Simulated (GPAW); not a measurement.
Records of electronic-structure calculations.

How the form of the self-energy moves the gap of SrCl2 (2H monolayer). The cell holds 3 atoms: 1 Sr and 2 Cl. Its edges and angles: a = 4.067 Å, b = 4.067 Å, c = 14.700 Å, α = 90.0°, β = 90.0°, γ = 120.0°. Vacuum lies along c. The calculation used DFT, LDA, plane waves, PAW (and 3 further levels or steps) in GPAW 26.7.0, with cutoff 450 eV, GPAW PAW setups 1.2.1 data release, 6×6×1 k-mesh, nbands 352. The one-shot HSE06 is 6.590 eV, the G0W0, extrapolated in the cutoff is 8.485 eV and the one-shot PBE0 is 7.376 eV. The known limits are short of the basis limit; no spin-orbit coupling. It took 4 runs, 9.8 min in all on 4 MPI ranks of Arm Neoverse V2, shared host. G0W0, extrapolated in the cutoff: +1.895 eV against one-shot HSE06. One-shot PBE0: +0.786 eV against one-shot HSE06. The structure was relaxed with LDA. Limits: no spin-orbit coupling.

[Paths, hosts, dates, memory and timing lines, banners, echoed tables and standing remarks are left out of the program output; an Ansatz launch command may be rebuilt from the run's recorded settings. Measured values are a selection of at most five: reports struck by readers or far from the other reports are left out. None is set beside runs whose start may be inverted or whose files or cutoffs have a known fault.]

[Runs of the session that timed out or met a known fault of the program may be left out.]

[Hosts, paths, dates, database ids (printed as entryN), source tags and the programs' standing remarks are cut or masked in the printed files.]

[Where the starting crystal was built by hand or by swapping elements, it need not be the compound's stable phase.]
